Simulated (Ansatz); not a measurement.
## TaSb (built on the sites of a database entry of TaN): relaxing the cell for a phonon run

Wanted: the relaxed cell of TaSb (built on the sites of a database entry of TaN).

Calculated with Ansatz 0.2.0; DFT LDA, scalar-relativistic, plane waves, norm-conserving pseudopotentials.

This is a report of a sequence of runs, with most program output left out.

The structure was built from a prototype and need not be the compound's stable phase.

## 1. Starting point

Symmetry: P-6m2, No. 187, hexagonal system. The conventional cell has a = 3.239 Å, b = 3.239 Å, c = 3.178 Å, α = 90.00°, β = 90.00°, γ = 120.00°. Nearest to Ta lie 6 Sb at 2.45 Å. Nearest to Sb lie 6 Ta at 2.45 Å. Farther neighbours are not listed.

## 2. A coarse first look

First a cheap look: the gap decides the mesh and the occupations, the pressure tells how far the cell has to move.

The input, input.yaml:

```yaml
crystal:
  lattice:
    - [3.239, 0.0, 0.0]
    - [-1.6195, 2.80506, 0.0]
    - [0.0, 0.0, 3.17837]
  atoms:
    - { symbol: Ta, position: [0.3333333333, 0.6666666667, 0.5] }
    - { symbol: Sb, position: [0.0, 0.0, 0.0] }
kpoints:
  mp_grid: { grid: [6, 6, 6] }
hamiltonian:
  xc: lda
  pseudopotentials: { kind: nc }
scf:
  occupations: { method: gaussian, width: 0.1 }
output:
  forces: true
  stress: true
  eigenvalues: true
```

The run is started by

```
ansatz run input.yaml --threads 4 --pin off --max-ram 7168MiB --backend cpu --events-out ev --progress --plain --runs-dir out
```

It took 2.2 s on 4 threads of Arm Neoverse V1, shared host; peak memory 0.35 GiB.

Numbers from this step:

- pressure: 114.2 GPa
- volume per atom: 14.44 Å³
- gap on the k-mesh: 0 eV

The coarse mesh shows no gap and a pressure of 114.2 GPa.

## 3. Coarse relaxation

A rough relaxation comes first, because large forces or stress need no tight tolerances yet.

input.yaml: that of step 2 with these lines changed.

```diff
@@ -9,3 +9,3 @@
 kpoints:
-  mp_grid: { grid: [6, 6, 6] }
+  mp_grid: { grid: [9, 9, 6] }
 hamiltonian:
@@ -19 +19,6 @@
   eigenvalues: true
+relax:
+  adjacent_minimum: "off"
+  f_tol: 0.05
+  max_steps: 80
+  cell: { stress_tol: 0.5 }
```

Wall time 37 s (4 threads); peak memory 0.43 GiB; 2.3 min of CPU time.

Step by step:

| step | energy less that of the first step (eV) | largest force component (eV/Å) | pressure (GPa) | volume (Å³) |
| --- | --- | --- | --- | --- |
| 1 | 0.0000 | 0.0000 | 114.29 | 28.88 |
| 2 | -1.8945 | 0.0000 | 58.94 | 32.36 |
| 3 | -2.8412 | 0.0000 | 22.66 | 36.07 |
| 4 | -3.0752 | 0.0000 | 4.66 | 38.55 |
| 5 | -3.0843 | 0.0000 | -0.24 | 39.68 |
| 6 | -3.0877 | 0.0000 | -0.22 | 39.48 |
| 7 | -3.0878 | 0.0000 | 0.04 | 39.46 |
| 8* | -3.1604 | 0.0000 | 3.70 | 39.46 |
| 9 | -3.1723 | 0.0000 | 0.85 | 40.04 |
| 10 | -3.1737 | 0.0000 | -0.06 | 40.19 |
| 11* | -3.1738 | 0.0000 | -0.06 | 40.19 |

Relaxation steps marked * repeat the geometry before them on a plane-wave basis chosen anew for their cell, so energy and pressure can jump there.

The run keeps the 12 symmetry operations that it works with, so distortions that break them were not tested.

| cell as run | before | after | change |
| --- | --- | --- | --- |
| a (Å) | 3.239 | 3.530 | +9.0 % |
| b (Å) | 3.239 | 3.530 | +9.0 % |
| c (Å) | 3.178 | 3.725 | +17.2 % |
| volume (Å³/atom) | 14.44 | 20.09 | +39.2 % |

The relaxed structure:

```xyz
2
Lattice="3.5297 0.0000 0.0000 -1.7648 3.0568 0.0000 0.0000 0.0000 3.7247" Properties=species:S:1:pos:R:3 pbc="T T T"
Ta    0.0000    2.0379    1.8623
Sb    0.0000    0.0000    0.0000
```

This step gave:

| Item | Value |
| --- | --- |
| pressure | -0.05667 GPa |
| volume per atom | 20.09 Å³ |

In this step the volume went from 14.44 to 20.09 Å³/atom.

## 4. Bringing the structure to rest

The cell and atoms are relaxed, since residual forces and stress would shift the frequencies.

input.yaml, the sections that differ from step 3:

```yaml
crystal:
  lattice:
    - [3.5296783998, 0.0, 0.0]
    - [-1.7648391999, 3.0567911614, 0.0]
    - [0.0, 0.0, 3.7246711279]
  atoms:
    - { symbol: Ta, position: [0.3333333333, 0.6666666667, 0.5] }
    - { symbol: Sb, position: [0.0, 0.0, 0.0] }
kpoints:
  mp_grid: { grid: [12, 12, 10] }
relax:
  adjacent_minimum: "off"
  f_tol: 0.005
  max_steps: 80
  cell: { stress_tol: 0.05 }
# hamiltonian, scf, output: as in step 3
```

It took 36 s on 4 threads; peak memory 0.54 GiB.

Relaxation path:

| step | energy less that of the first step (eV) | largest force component (eV/Å) | pressure (GPa) | volume (Å³) |
| --- | --- | --- | --- | --- |
| 1 | 0.0000 | 0.0000 | -0.13 | 40.19 |
| 2 | 0.0000 | 0.0000 | 0.36 | 40.00 |
| 3 | -0.0002 | 0.0000 | -0.03 | 40.13 |
| 4* | -0.0002 | 0.0000 | -0.03 | 40.13 |

Relaxation steps marked * repeat the geometry before them on a plane-wave basis chosen anew for their cell, so energy and pressure can jump there. Relaxation step 2 was tried and not accepted.

The run keeps the 12 symmetry operations that it works with, so distortions that break them were not tested.

| conventional cell, symmetrised | before | after | change |
| --- | --- | --- | --- |
| a (Å) | 3.530 | 3.524 | -0.2 % |
| b (Å) | 3.530 | 3.524 | -0.2 % |
| c (Å) | 3.725 | 3.732 | +0.2 % |
| volume (Å³/atom) | 20.09 | 20.06 | -0.1 % |

The relaxed structure:

```xyz
2
Lattice="3.5237 0.0000 0.0000 -1.7619 3.0516 0.0000 0.0000 0.0000 3.7319" Properties=species:S:1:pos:R:3 pbc="T T T"
Ta    0.0000    2.0344    1.8659
Sb    0.0000    0.0000    0.0000
```

Numbers from this step:

- pressure: -0.02731 GPa
- volume per atom: 20.06 Å³

In this step the volume went from 20.09 to 20.06 Å³/atom.

## 5. Tight relaxation

Phonons need a cell at rest on their own settings, so the relaxation is repeated with tight tolerances on forces and stress on the k mesh and occupations of the first response run.

input.yaml, the sections that differ from step 4:

```yaml
crystal:
  lattice:
    - [3.5237130853, 0.0, 0.0]
    - [-1.7618565426, 3.0516250475, 0.0]
    - [0.0, 0.0, 3.7318790021]
  atoms:
    - { symbol: Ta, position: [0.3333333333, 0.6666666667, 0.5] }
    - { symbol: Sb, position: [0.0, 0.0, 0.0] }
scf:
  occupations: { method: methfessel_paxton, width: 0.15 }
relax:
  adjacent_minimum: "off"
  f_tol: 0.001
  max_steps: 60
  cell: { stress_tol: 0.01 }
# kpoints, hamiltonian, output: as in step 4
```

Wall time 36 s (4 threads); peak memory 0.53 GiB.

Little changed from the start: no atom moved by 0.005 Å and no cell edge by 0.1 %.

Numbers from this step:

| Item | Value |
| --- | --- |
| pressure | -5.25e-4 GPa |

The forces vanish by symmetry and the pressure is -0.001 GPa, within the tolerances set. The cell now holds 20.06 Å³/atom.

## 6. Summary of results

| Property | Result |
| --- | --- |
| space group after relaxation (within 0.01 Å) | P-6m2 |
| lattice constant a | 3.523 Å |
| lattice constant b | 3.523 Å |
| lattice constant c | 3.733 Å |
| volume per atom | 20.1 Å³ |

What this shows: The forces vanish by symmetry and the pressure is -0.001 GPa, within the tolerances set. The cell now holds 20.06 Å³/atom. The relaxation keeps the symmetry of its start, so it says nothing on stability against lower symmetry. Spin-orbit coupling is left out, which can matter for the heavy elements here. The starting cell was built on a prototype and not taken from a measurement, so the phase need not exist.

[Logs are printed without paths, hosts, clocks, repeated set-up lines and the standing remarks that a program may print on its own settings, such as how far it seeks lower states.]

[Hosts, paths, dates, database ids (printed as entryN), source tags and the programs' standing remarks are cut or masked in the printed files.]
